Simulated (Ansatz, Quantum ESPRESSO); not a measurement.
# Thickness dependence of 1T-MgI2, part 6 of 7

Wanted: polarisability and band edges of 1T-MgI2, layer by layer.

Quantum ESPRESSO 7.5; plane-wave DFT, PBEsol, GBRV ultrasoft pseudopotentials; geometry by Ansatz 0.2.0 with PAW datasets.

So far. Step 13 (Potential by pp.x, 2 layers): The slope in the vacuum is 0.100 eV/Å for an applied 0.10 V/Å, as it should be. Step 14 (Band structure, 2 layers: no field): Along this path the valence top lies at Γ and the conduction bottom at M.

### 16. Geometry from Ansatz, 3 layers

Level of this step: plane-wave DFT, PBE-D3(BJ), Ansatz PAW (Ansatz 0.2.0).

System of this step: 1T-MgI2, 3 layers, AA stacking. The cell holds 9 atoms: 6 I and 3 Mg. Cell: a = 4.200 Å, b = 4.200 Å, c = 31.376 Å, α = 90.0°, β = 90.0°, γ = 120.0°. It derives from MgI2. Vacuum lies along c.

The input, input.yaml:

```yaml
crystal:
  lattice:
    - [4.2, 0.0, 0.0]
    - [-2.1, 3.6373066959, 0.0]
    - [0.0, 0.0, 31.3763107577]
  atoms:
    - { symbol: I, position: [0.6666666667, 0.3333333333, 0.270905017] }
    - { symbol: Mg, position: [0.0, 0.0, 0.312211715] }
    - { symbol: I, position: [0.3333333333, 0.6666666667, 0.353518413] }
    - { symbol: I, position: [0.6666666667, 0.3333333333, 0.458693302] }
    - { symbol: Mg, position: [0.0, 0.0, 0.5] }
    - { symbol: I, position: [0.3333333333, 0.6666666667, 0.541306698] }
    - { symbol: I, position: [0.6666666667, 0.3333333333, 0.646481587] }
    - { symbol: Mg, position: [0.0, 0.0, 0.687788285] }
    - { symbol: I, position: [0.3333333333, 0.6666666667, 0.729094983] }
kpoints:
  mp_grid: { grid: [6, 6, 1] }
hamiltonian:
  xc: pbe
  dispersion: d3bj
scf:
  occupations: { method: fermi_dirac, width: 0.05 }
  convergence: { dr2_threshold: 1.0e-08 }
efield:
  axis: 3
  dipole_correction: true
  ramp_position: 0.97
  ramp_width: 0.04
relax:
  f_tol: 0.01
  cell: { fix: [c, alpha, beta] }
output:
  write_potential: true
  write_density: true
  volumetric_format: npy
```

The run is started by

```
$ ansatz run input.yaml --threads 4 --pin off --max-ram 8192MiB --backend cpu --events-out ev --progress --plain --runs-dir out
```

Numbers of over 12 decimals in the logs are rounded to 6 here.

What it wrote:

```text
[...]
Crystal: 9 atoms, lattice volume = 479.326 Å³
Basis set: ecut = 420 eV, 9243 PW (Γ), exchange–correlation on 60×60×432 points (8 copies of the dense FFT grid, shifted against one another)
Bands: 80, of which v1, the nominal top of the filled ones, is band 66 counted from 1 (65 counted from 0)
Symmetry: 6 space group operations
k-points: 7 of 36 (time reversal used)
[...]
SCF iter   1: F=—  HF=-50858.602953 eV  |F-HF|=—  |Δ(HF+E_count)|=         —  Δρ=5.81e-4  dr2=2.74e-3  ethr=1.77e-3  p=0.000 e·Å  D=1.21e-4 V/Å  ΔV_dip=-0.00 eV  dr2_dipole=3.04e-8  V_vac-E_F(+/−)=4.58/4.59 eV  ⟨swp⟩=15.4  Hψ=3292  notcnv=0  defer=12
[...]
SCF iter   9: F=-50858.606077 eV  HF=-50858.606077 eV  |F-HF|=3.26e-9  |Δ(HF+E_count)|=   1.12e-8  Δρ=4.89e-7  dr2=5.49e-9  ethr=7.58e-12  p=-0.000 e·Å  D=-3.73e-6 V/Å  ΔV_dip=0.00 eV  dr2_dipole=3.65e-10  V_vac-E_F(+/−)=4.35/4.35 eV  ⟨swp⟩=7.9  Hψ=3250  notcnv=0
SCF 1 converged in 9 iterations: F = -50858.606077 eV  dr2 = 5.49e-9
[...]
relax step   1: F+E_penalty+E_count = -50858.60607698 eV  Δ(F+E_penalty+E_count) = +0.000e0 eV  max|allowed force component| = 2.319e0 eV/Å  Δτ_max = 0.0000 Å  P = +4.665 GPa  Ω = 479.326 Å³  fix = [c, alpha, beta]  reactions: c +6.099 GPa  (9 SCF iters, accepted)
Crystal: 9 atoms, lattice volume = 490.022 Å³
Basis set: ecut = 420 eV, 9519 PW (Γ), exchange–correlation on 60×60×432 points (8 copies of the dense FFT grid, shifted against one another)
[...]
SCF iter   9: F=-50860.326197 eV  HF=-50860.326197 eV  |F-HF|=3.71e-10  |Δ(HF+E_count)|=   3.01e-9  Δρ=2.85e-7  dr2=4.55e-10  ethr=7.58e-12  p=0.000 e·Å  D=1.61e-6 V/Å  ΔV_dip=-0.00 eV  dr2_dipole=2.51e-16  V_vac-E_F(+/−)=4.38/4.38 eV  ⟨swp⟩=9.1  Hψ=3059  notcnv=0
SCF 2 converged in 9 iterations: F = -50860.326197 eV  dr2 = 4.55e-10
relax step   2: F+E_penalty+E_count = -50860.32619694 eV  Δ(F+E_penalty+E_count) = -1.720e0 eV  max|allowed force component| = 8.037e-1 eV/Å  Δτ_max = 0.1950 Å  P = +1.415 GPa  Ω = 490.022 Å³  energy of the carried Pulay correction = -5.885e-4 eV  fix = [c, alpha, beta]  reactions: c +3.058 GPa  (9 SCF iters, accepted)
Crystal: 9 atoms, lattice volume = 489.196 Å³
[...]
SCF iter   8: F=-50860.571998 eV  HF=-50860.571998 eV  |F-HF|=1.69e-9  |Δ(HF+E_count)|=   2.86e-8  Δρ=7.95e-7  dr2=5.44e-9  ethr=7.58e-12  p=-0.000 e·Å  D=-1.79e-6 V/Å  ΔV_dip=0.00 eV  dr2_dipole=5.66e-12  V_vac-E_F(+/−)=4.43/4.43 eV  ⟨swp⟩=9.3  Hψ=3165  notcnv=0
SCF 3 converged in 8 iterations: F = -50860.571998 eV  dr2 = 5.44e-9
relax step   3: F+E_penalty+E_count = -50860.57199792 eV  Δ(F+E_penalty+E_count) = -2.458e-1 eV  max|allowed force component| = 3.547e-1 eV/Å  Δτ_max = 0.1940 Å  P = +0.628 GPa  Ω = 489.196 Å³  energy of the carried Pulay correction = -5.436e-4 eV  fix = [c, alpha, beta]  reactions: c +2.008 GPa  (8 SCF iters, accepted)
[... from here on, the SCF cycles and remarks between the steps are left out ...]
relax step   4: F+E_penalty+E_count = -50860.70463205 eV  Δ(F+E_penalty+E_count) = -1.326e-1 eV  max|allowed force component| = 1.440e-1 eV/Å  Δτ_max = 0.1948 Å  P = +0.270 GPa  Ω = 485.173 Å³  energy of the carried Pulay correction = -3.233e-4 eV  fix = [c, alpha, beta]  reactions: c +1.363 GPa  (8 SCF iters, accepted)
relax step   5: F+E_penalty+E_count = -50860.81210557 eV  Δ(F+E_penalty+E_count) = -1.075e-1 eV  max|allowed force component| = 9.241e-2 eV/Å  Δτ_max = 0.2000 Å  P = +0.229 GPa  Ω = 475.954 Å³  energy of the carried Pulay correction = +1.883e-4 eV  fix = [c, alpha, beta]  reactions: c +0.983 GPa  (8 SCF iters, accepted)
relax step   6: F+E_penalty+E_count = -50860.87570001 eV  Δ(F+E_penalty+E_count) = -6.359e-2 eV  max|allowed force component| = 5.922e-2 eV/Å  Δτ_max = 0.1933 Å  P = +0.205 GPa  Ω = 467.747 Å³  energy of the carried Pulay correction = +6.521e-4 eV  fix = [c, alpha, beta]  reactions: c +0.611 GPa  (8 SCF iters, accepted)
relax step   7: F+E_penalty+E_count = -50860.90615129 eV  Δ(F+E_penalty+E_count) = -3.045e-2 eV  max|allowed force component| = 4.794e-2 eV/Å  Δτ_max = 0.1943 Å  P = +0.145 GPa  Ω = 464.665 Å³  energy of the carried Pulay correction = +8.284e-4 eV  fix = [c, alpha, beta]  reactions: c +0.347 GPa  (8 SCF iters, accepted)
relax step   8: F+E_penalty+E_count = -50860.91586744 eV  Δ(F+E_penalty+E_count) = -9.716e-3 eV  max|allowed force component| = 4.633e-2 eV/Å  Δτ_max = 0.1950 Å  P = +0.059 GPa  Ω = 462.849 Å³  energy of the carried Pulay correction = +9.328e-4 eV  fix = [c, alpha, beta]  reactions: c +0.099 GPa  (8 SCF iters, accepted)
relax step   9: F+E_penalty+E_count = -50860.91940789 eV  Δ(F+E_penalty+E_count) = -3.540e-3 eV  max|allowed force component| = 1.231e-2 eV/Å  Δτ_max = 0.0534 Å  P = -0.002 GPa  Ω = 463.217 Å³  energy of the carried Pulay correction = +9.116e-4 eV  fix = [c, alpha, beta]  reactions: c +0.012 GPa  (7 SCF iters, accepted)
relax step  10: F+E_penalty+E_count = -50860.91961708 eV  Δ(F+E_penalty+E_count) = -2.092e-4 eV  max|allowed force component| = 8.951e-3 eV/Å  Δτ_max = 0.0184 Å  P = +0.008 GPa  Ω = 462.992 Å³  energy of the carried Pulay correction = +9.246e-4 eV  fix = [c, alpha, beta]  reactions: c +0.014 GPa  (6 SCF iters, accepted)
relax step  11: F+E_penalty+E_count = -50860.91967314 eV  Δ(F+E_penalty+E_count) = -5.606e-5 eV  max|allowed force component| = 2.972e-3 eV/Å  Δτ_max = 0.0102 Å  P = +0.000 GPa  Ω = 462.781 Å³  energy of the carried Pulay correction = +9.367e-4 eV  fix = [c, alpha, beta]  reactions: c -0.009 GPa  (6 SCF iters, accepted)
[...]
SCF iter   3: F=-50860.918751 eV  HF=-50860.918751 eV  |F-HF|=2.12e-9  |Δ(HF+E_count)|=   6.75e-8  Δρ=1.90e-6  dr2=7.18e-9  ethr=7.58e-12  p=0.000 e·Å  D=5.74e-6 V/Å  ΔV_dip=-0.00 eV  dr2_dipole=1.03e-11  V_vac-E_F(+/−)=4.53/4.53 eV  ⟨swp⟩=14.6  Hψ=4036  notcnv=0
SCF 12 converged in 3 iterations: F = -50860.918751 eV  dr2 = 7.18e-9
relax step  12: F+E_penalty+E_count = -50860.91875114 eV  Δ(F+E_penalty+E_count) = +9.220e-4 eV  max|allowed force component| = 2.955e-3 eV/Å  Δτ_max = 0.0000 Å  P = +0.001 GPa  Ω = 462.781 Å³  fix = [c, alpha, beta]  reactions: c -0.008 GPa  stress off target by 5.17e-3 GPa on what of the cell is left free  SCF on the basis re-selected at this cell (its energy is not comparable with the rows above)  (3 SCF iters)
[...]
WARN: The output density's exchange-correlation potential varies sharply where the density is thin. Do not read a vacuum level from v_tot or v_xc, or from such a field of the output density. On a cell that repeats whose density bears no net charge and no dipole along the vacuum's axis use v_es (v_loc + v_h of the components); under efield.dipole_correction with no amplitude use v_es + v_field, which holds any externa [...]
SCF converged after 3 iterations
Free energy (F): -50860.918751 eV
[...]
Internal energy: -50860.918751 eV  (E = F + TS)
E sigma→0 (E₀):  -50860.918751 eV
Fermi energy:    2.913364 eV
Dipole field:    D = 0.000003 V/Å  (p = 0.000007 e·Å, saw-weighted, corrected)
Work function:   Φ+ = 4.5262 eV   Φ− = 4.5263 eV
[...]
--- Forces (eV/Å), atoms counted from 1 ---
  atom   1  I      0.00000000    -0.00000000     0.00196614
  atom   2  Mg     0.00000000     0.00000000    -0.00000429
  atom   3  I      0.00000000     0.00000000    -0.00295494
  atom   4  I      0.00000000    -0.00000000     0.00198708
  atom   5  Mg     0.00000000    -0.00000000     0.00018872
  atom   6  I      0.00000000     0.00000000    -0.00226986
  atom   7  I      0.00000000    -0.00000000     0.00004681
  atom   8  Mg     0.00000000    -0.00000000    -0.00026200
  atom   9  I      0.00000000     0.00000000     0.00130300
  max |Σ_I F_I| component: 6.76e-7 eV/Å
--- Stress (GPa, compression-positive) ---
        0.005168       0.000000      -0.000000
        0.000000       0.005168       0.000000
       -0.000000       0.000000      -0.008365
  P = ⅓ Tr σ = 0.0007 GPa (0.007 kbar)
--- Band table (eV; the first three rows and the last of 7) ---
  k-point 0: bands = [... 62 lower, 1.0920, 1.0920, 1.1173, 1.1173, 5.0179, 5.3275, 5.7241, 6.0096, ... 10 higher]
  k-point 1: bands = [... 62 lower, 0.9243, 0.9440, 0.9982, 1.0457, 5.7846, 5.8658, 5.9843, 6.5964, ... 10 higher]
  k-point 2: bands = [... 62 lower, 0.6448, 0.6484, 0.7425, 0.8127, 5.0424, 5.1999, 5.3061, 6.3374, ... 10 higher]
  k-point 6: bands = [... 62 lower, 0.2709, 0.2710, 0.5103, 0.5104, 5.1554, 5.4824, 5.8434, 7.0505, ... 10 higher]
--- Relaxed structure (11 steps of the walk, 11 accepted, 1 SCFs on fresh bases) ---
[...]
cell:  # Å, volume = 462.7813 Å³
    - [4.126878, 0, 0]
    - [-2.063439, 3.573981, 0]
    - [0, 0, 31.3763107577]
  atoms:
    - { symbol: I, position: [0.666667, 0.333333, 0.228416] }
    - { symbol: Mg, position: [0, 0, 0.282037] }
    - { symbol: I, position: [0.333333, 0.666667, 0.335537] }
    - { symbol: I, position: [0.666667, 0.333333, 0.446566] }
    - { symbol: Mg, position: [0, 0, 0.500009] }
    - { symbol: I, position: [0.333333, 0.666667, 0.553453] }
    - { symbol: I, position: [0.666667, 0.333333, 0.664473] }
    - { symbol: Mg, position: [0, 0, 0.717955] }
    - { symbol: I, position: [0.333333, 0.666667, 0.771555] }
```

The job ended after 79 s (4 threads of Arm Neoverse V1, shared host; peak memory 1.1 GiB; 5 min of CPU time).

Step by step:

```csv
step,energy less that of the first step (eV),largest force component (eV/Å),pressure (GPa),volume (Å³)
1,0.0000,2.3188,4.66,479.33
2,-1.7201,0.8037,1.42,490.02
3,-1.9659,0.3547,0.63,489.20
4,-2.0986,0.1440,0.27,485.17
5,-2.2060,0.0924,0.23,475.95
6,-2.2696,0.0592,0.21,467.75
7,-2.3001,0.0479,0.14,464.66
8,-2.3098,0.0463,0.06,462.85
9,-2.3133,0.0123,0.00,463.22
10,-2.3135,0.0090,0.01,462.99
11,-2.3136,0.0030,0.00,462.78
12*,-2.3127,0.0030,0.00,462.78
```

Relaxation steps marked * repeat the geometry before them on a plane-wave basis chosen anew for their cell, so energy and pressure can jump there.

```
cell as run  before  after  change
      a (Å)   4.200  4.127  -1.7 %
      b (Å)   4.200  4.127  -1.7 %
```

The atoms that moved most (Å, along periodic axes as changes of fractional coordinates times the final cell, across vacuum about the mean position):

```
atom     dx     dy      dz  length
  I1  0.000  0.000  -1.333   1.333
  I9  0.000  0.000   1.332   1.332
 Mg2  0.000  0.000  -0.947   0.947
 Mg8  0.000  0.000   0.947   0.947
  I7  0.000  0.000   0.565   0.565
  I3  0.000  0.000  -0.564   0.564
  I6  0.000  0.000   0.381   0.381
  I4  0.000  0.000  -0.381   0.381
```

Final coordinates:

```cif
data_structure
_symmetry_space_group_name_H-M 'P 1'
_symmetry_Int_Tables_number 1
_cell_length_a 4.1269
_cell_length_b 4.1269
_cell_length_c 31.3763
_cell_angle_alpha 90.000
_cell_angle_beta 90.000
_cell_angle_gamma 120.000
_cell_volume 462.78
loop_
_atom_site_label
_atom_site_type_symbol
_atom_site_fract_x
_atom_site_fract_y
_atom_site_fract_z
_atom_site_occupancy
I1 I 0.66667 0.33333 0.22842 1
Mg2 Mg 0.00000 0.00000 0.28204 1
I3 I 0.33333 0.66667 0.33554 1
I4 I 0.66667 0.33333 0.44657 1
Mg5 Mg 0.00000 0.00000 0.50001 1
I6 I 0.33333 0.66667 0.55345 1
I7 I 0.66667 0.33333 0.66447 1
Mg8 Mg 0.00000 0.00000 0.71795 1
I9 I 0.33333 0.66667 0.77156 1
```

This step gave:

| Property | Result |
| --- | --- |
| free energy | -50860.9188 eV |
| Fermi energy | 2.913 eV |
| gap by band count | 3.588 eV |
| dipole along the normal | 7.41e-6 e·Å |

### 17. Self-consistent run, 3 layers: no field

Level of this step: plane-wave DFT, PBEsol, GBRV ultrasoft pseudopotentials (Quantum ESPRESSO 7.5).

The input, n3.f0.in:

```
&control
  prefix = 'n3.f0'
  outdir = './out'
  pseudo_dir = './pseudo'
  calculation = 'scf'
  tprnfor = .true.
  tefield = .true.
  dipfield = .true.
/
&system
  ibrav = 0
  nat = 9
  ntyp = 2
  ecutwfc = 40
  ecutrho = 200
  occupations = 'smearing'
  smearing = 'fd'
  degauss = 0.004
  edir = 3
  emaxpos = 0.97
  eopreg = 0.04
  eamp = 0.0
  nbnd = 40
/
&electrons
  conv_thr = 1e-09
  mixing_beta = 0.4
  electron_maxstep = 120
  mixing_mode = 'plain'
/
ATOMIC_SPECIES
  I   126.9045  i_pbesol_v1.uspp.F.UPF
  Mg  24.3050  mg_pbesol_v1.4.uspp.F.UPF
CELL_PARAMETERS angstrom
  4.12687832033294 0.00000000000000 0.00000000000000
  -2.06343916016647 3.57398146373558 -0.00000000000000
  0.00000000000000 0.00000000000000 31.37631075770000
ATOMIC_POSITIONS crystal
  I   0.666666666667 0.333333333333 0.228415627865
  Mg  0.000000000000 0.000000000000 0.282036601756
  I   0.333333333333 0.666666666667 0.335536706104
  I   0.666666666667 0.333333333333 0.446566105360
  Mg  0.000000000000 -0.000000000000 0.500008613223
  I   0.333333333333 0.666666666667 0.553452932592
  I   0.666666666667 0.333333333333 0.664473209813
  Mg  -0.000000000000 0.000000000000 0.717954951696
  I   0.333333333333 0.666666666667 0.771555251591
K_POINTS automatic
  6 6 1 0 0 0
```

The run is started by

```
$ OMP_NUM_THREADS=1 mpirun -n 4 pw.x -nk 2 -in n3.f0.in > n3.f0.out
```

What it wrote:

```text
[banner, memory and clock lines left out]
Program PWSCF v.7.5 starts
[...]
number of electrons       =        72.00
     number of Kohn-Sham states=           40
     kinetic-energy cutoff     =      40.0000  Ry
     charge density cutoff     =     200.0000  Ry
[...]
number of k points=    20  Fermi-Dirac smearing, width (Ry)=  0.0040
[...]
Dense  grid:   149481 G-vectors     FFT dimensions: (  36,  36, 270)
[...]
negative rho (up, down):  4.222E-04 0.000E+00
[...]
Starting wfcs are   39 randomized atomic wfcs +    1 random wfcs
[...]
negative rho (up, down):  2.689E-04 0.000E+00
[...]
estimated scf accuracy    <       0.19544829 Ry
[...]
negative rho (up, down):  1.819E-04 0.000E+00
[...]
estimated scf accuracy    <       0.03311744 Ry
[...]
negative rho (up, down):  1.318E-04 0.000E+00
[...]
estimated scf accuracy    <       0.00290125 Ry
[...]
negative rho (up, down):  1.048E-04 0.000E+00
[...]
estimated scf accuracy    <       0.00051185 Ry
[...]
negative rho (up, down):  9.099E-05 0.000E+00
[...]
estimated scf accuracy    <       0.00002875 Ry
[...]
negative rho (up, down):  8.344E-05 0.000E+00
[...]
estimated scf accuracy    <       0.00000560 Ry
[...]
negative rho (up, down):  7.925E-05 0.000E+00
[...]
estimated scf accuracy    <       0.00000059 Ry
[...]
negative rho (up, down):  7.691E-05 0.000E+00
[...]
estimated scf accuracy    <       0.00000015 Ry
[...]
negative rho (up, down):  7.557E-05 0.000E+00
[...]
estimated scf accuracy    <       0.00000005 Ry
[...]
negative rho (up, down):  7.478E-05 0.000E+00
[...]
Total length         56.9209 bohr
[...]
estimated scf accuracy    <          5.3E-09 Ry
[...]
negative rho (up, down):  7.363E-05 0.000E+00
[...]
Computed dipole along edir(3) :
        Dipole                0.0000 Ry au,          0.0000 Debye
        Dipole field          0.0000 Ry au,
        Potential amp.       -0.0000 Ry
        Total length         56.9209 bohr
[...]
the Fermi energy is     1.2356 ev
!    total energy              =    -766.82330648 Ry
     estimated scf accuracy    <          2.8E-10 Ry
     smearing contrib. (-TS)   =      -0.00000000 Ry
     internal energy E=F+TS    =    -766.82330648 Ry
[...]
one-electron contribution =   -2014.28710236 Ry
     hartree contribution      =    1009.98741074 Ry
     xc contribution           =    -337.35493715 Ry
     ewald contribution        =     574.83132231 Ry
     electric field correction =       0.00000000 Ry
     convergence has been achieved in  11 iterations
     negative rho (up, down):  7.363E-05 0.000E+00
[...]
Total force =     0.006492     Total SCF correction =     0.000035
[...]
```

Elapsed: 71 s, on 4 MPI ranks; peak memory 0.94 GiB; 4.7 min of CPU time.

Numbers from this step:

```
free energy                          : -10433.1626 eV
Fermi energy                         : 1.236 eV
dipole along the normal              : 0 e·Å
valence top, on the run's zero       : -0.06294 eV
conduction bottom, on the run's zero : 3.465 eV
gap by band count                    : 3.528 eV
```

### 18. Electrostatic potential, 3 layers

The input, n3.f0.pot.in:

```
&inputpp
  prefix = 'n3.f0'
  outdir = './out'
  filplot = 'n3.f0.pot.dat'
  plot_num = 11
/
```

The run is started by

```
$ OMP_NUM_THREADS=1 mpirun -n 4 pp.x -in n3.f0.pot.in > n3.f0.pot.out
```

The job ended after 1.3 s (4 MPI ranks; peak memory 0.16 GiB).

Numbers from this step:

- slope of the potential above: -1.52e-4 eV/Å
- upper vacuum line continued to the top atoms, over the valence top: 6.356 eV
- slope of the potential below: -6.01e-5 eV/Å
- lower vacuum line continued to the bottom atoms, over the valence top: 6.355 eV
- vacuum level at the upper face over the valence top of the mesh: 6.355 eV
- vacuum level at the lower face over the valence top of the mesh: 6.355 eV

### 19. SCF with pw.x, 3 layers: field 0.1 V/Å

n3.f1.in, as its differences from the input of step 17:

```diff
@@ -1,3 +1,3 @@
 &control
-  prefix = 'n3.f0'
+  prefix = 'n3.f1'
   outdir = './out'
@@ -21,3 +21,3 @@
   eopreg = 0.04
-  eamp = 0.0
+  eamp = 0.00194469
   nbnd = 40
@@ -29,2 +29,3 @@
   mixing_mode = 'plain'
+  startingpot = 'file'
 /
```

The run is started by

```
$ cp -r out/n3.f0.save out/n3.f1.save
$ OMP_NUM_THREADS=1 mpirun -n 4 pw.x -nk 2 -in n3.f1.in > n3.f1.out
```

What it wrote:

```text
[banner, memory and clock lines left out]
Program PWSCF v.7.5 starts
[...]
number of electrons       =        72.00
     number of Kohn-Sham states=           40
     kinetic-energy cutoff     =      40.0000  Ry
     charge density cutoff     =     200.0000  Ry
[...]
number of k points=    20  Fermi-Dirac smearing, width (Ry)=  0.0040
[...]
Dense  grid:   149481 G-vectors     FFT dimensions: (  36,  36, 270)
[...]
The initial density is read from file :
[...]
negative rho (up, down):  7.363E-05 0.000E+00
[...]
Starting wfcs are   39 randomized atomic wfcs +    1 random wfcs
[...]
negative rho (up, down):  7.325E-05 0.000E+00
[...]
estimated scf accuracy    <       0.00999192 Ry
[...]
negative rho (up, down):  7.336E-05 0.000E+00
[...]
estimated scf accuracy    <       0.01169089 Ry
[...]
negative rho (up, down):  7.343E-05 0.000E+00
[...]
estimated scf accuracy    <       0.00001487 Ry
[...]
negative rho (up, down):  7.348E-05 0.000E+00
[...]
estimated scf accuracy    <       0.00000423 Ry
[...]
negative rho (up, down):  7.349E-05 0.000E+00
[...]
estimated scf accuracy    <       0.00000130 Ry
[...]
negative rho (up, down):  7.352E-05 0.000E+00
[...]
estimated scf accuracy    <       0.00000005 Ry
[...]
negative rho (up, down):  7.353E-05 0.000E+00
[...]
estimated scf accuracy    <       0.00000012 Ry
[...]
negative rho (up, down):  7.353E-05 0.000E+00
[...]
estimated scf accuracy    <          5.3E-09 Ry
[...]
negative rho (up, down):  7.353E-05 0.000E+00
[...]
estimated scf accuracy    <          3.1E-09 Ry
[...]
negative rho (up, down):  7.353E-05 0.000E+00
[...]
estimated scf accuracy    <          1.0E-09 Ry
[...]
negative rho (up, down):  7.353E-05 0.000E+00
[...]
Computed dipole along edir(3) :
        Dipole                0.2398 Ry au,          0.6095 Debye
        Dipole field          0.0010 Ry au,
        E field amplitude [Ha a.u.]:  1.9447E-03
        Potential amp.        0.1115 Ry
        Total length         56.9209 bohr
[...]
the Fermi energy is     1.8493 ev
!    total energy              =    -766.82377287 Ry
     estimated scf accuracy    <          1.2E-11 Ry
     smearing contrib. (-TS)   =      -0.00000000 Ry
     internal energy E=F+TS    =    -766.82377287 Ry
[...]
one-electron contribution =   -2014.28597064 Ry
     hartree contribution      =    1009.98640493 Ry
     xc contribution           =    -337.35482818 Ry
     ewald contribution        =     574.83132231 Ry
     electric field correction =      -0.00070128 Ry
     convergence has been achieved in  11 iterations
     negative rho (up, down):  7.353E-05 0.000E+00
[...]
Total force =     0.007234     Total SCF correction =     0.000013
[...]
```

It took 75 s on 4 MPI ranks; peak memory 0.97 GiB.

Read from the output:

```
free energy                          : -10433.1689 eV
Fermi energy                         : 1.849 eV
dipole along the normal              : 0.1269 e·Å
valence top, on the run's zero       : 0.09693 eV
conduction bottom, on the run's zero : 3.347 eV
gap by band count                    : 3.250 eV
```

(Part 6 of 7 ends here.)

[Logs are printed without paths, hosts, clocks, repeated set-up lines and the standing remarks that a program may print on its own settings, such as how far it seeks lower states.]

[Hosts, paths, dates, database ids (printed as entryN), source tags and the programs' standing remarks are cut or masked in the printed files.]

[Maps of the electrostatic potential energy from Ansatz leave out the sawtooth potential of an applied field or a dipole correction, so their vacuum need not be flat; planar profiles and work functions include it.]
